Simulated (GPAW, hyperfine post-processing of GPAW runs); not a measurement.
# From spin density to shift: 25Mg in BaMgMnO3

A spin-polarised calculation (DFT, revPBE+U, plane-wave PAW, GPAW setups, collinear spin, scalar-relativistic; GPAW) with all Mn moments parallel (S = 2.5 each) puts a spin density ρ↑ − ρ↓ of 0.1122 e/Å³, counted along the moments, at one Mg nucleus (5 Mn through links of 90 to 97° (8) and 176° (1)). Take g = 2, spin-only moments and Θ = 0 K (a pure Curie law); γ/2π of 25Mg is -2.6083 MHz/T.

**Task.** Find the contact field, the hyperfine constant and the contact shift at 298 K and 380 K, supposing that the crystal is a paramagnet with these local moments at both.

1. A spin density ρ_s carries a moment density μB ρ_s, and the contact field is B_c = (2μ₀/3) μB ρ_s. For 1 e/Å³ that is 7.769 T, so B_c = 0.8717 T.

2. With H = A S·I summed over the ions, A = γB_c/(2πS) = -2.6083 × 0.8717 / 2.5 = -0.909 MHz.

3. In a field B0 the paramagnet reaches only a fraction of saturation, M/M_sat = g μB (S + 1) B0 / [3 k_B (T − Θ)]. At 298 K this is 5.2595e-03 per tesla, or 6.15 % at 11.7 T.

4. The shift is that fraction of B_c over B0, so B0 drops out: δ = 0.8717 × 5.2595e-03 × 10⁶ = 4580 ppm at 298 K.

5. At 380 K it scales by (298 − Θ)/(380 − Θ) = 0.784, to 3600 ppm.

6. The sign says that the spin at the nucleus is parallel to the Mn moments, as where half-filled orbitals delocalise onto the site. Over this level and the 5 others of the session's ladder with the same moment and an open gap (any hybrids aside), the field runs from 0.739 to 1.36 T. Spin flips in this cell gave a rough Θ of -106 K, not relied on, which would scale the first shift by 0.74. Orbital and pseudocontact parts are not included.

[Hosts, paths, dates, database ids (printed as entryN), source tags and the programs' standing remarks are cut or masked in the printed files.]
